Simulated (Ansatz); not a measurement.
# A thicker film of BaZrO3 (001), BaO faces from two thinner ones

In a field along its normal an insulating film takes a dipole p. Written as a length, p/(ε₀AE), it should grow by 1 − 1/ε for each ångström added.

Set-up. Ansatz 0.2.0, plane waves with PAW datasets (its set soft_2), PBE; perovskite films relaxed at a bulk in-plane lattice constant near the measured one, then held in weak fields of both signs with a dipole correction (A is the cell's area, E the outer field).

```
    run  distance between the outer atoms (Å)  p/(ε₀AE) (Å)
2 units                                 8.468         9.190
3 units                                12.719        12.531
5 units                                21.214             ?
```

Q: Estimate the withheld value from the rows shown.

Two rows fix a line: slope = (12.531 − 9.190) / (12.719 − 8.468) = 0.7859, intercept 2.5351. That slope means ε = 1/(1 − 0.7859) = 4.67. At 21.214 it gives 0.7859 × 21.214 + 2.5351 = 19.207 Å, beyond the rows fitted. Rounding of the rows alone allows about ±0.004 Å there; two rows can't show whether the line holds.

The run itself gives 19.266 Å: a miss of +0.059 Å, or 0.3 % of the value. The length is met to within 1 %, though ε is more sensitive than the length: the two thickest films give ε = 4.83.

Caveats: This is the electronic response alone. A unit is one step of the cut along the normal (a plane, a pair of planes or a cell), and the layers relax along it, away from their bulk spacing where the functional's lattice constant differs from the one held.

[Logs are printed without paths, hosts, clocks, repeated set-up lines and the standing remarks that a program may print on its own settings, such as how far it seeks lower states.]
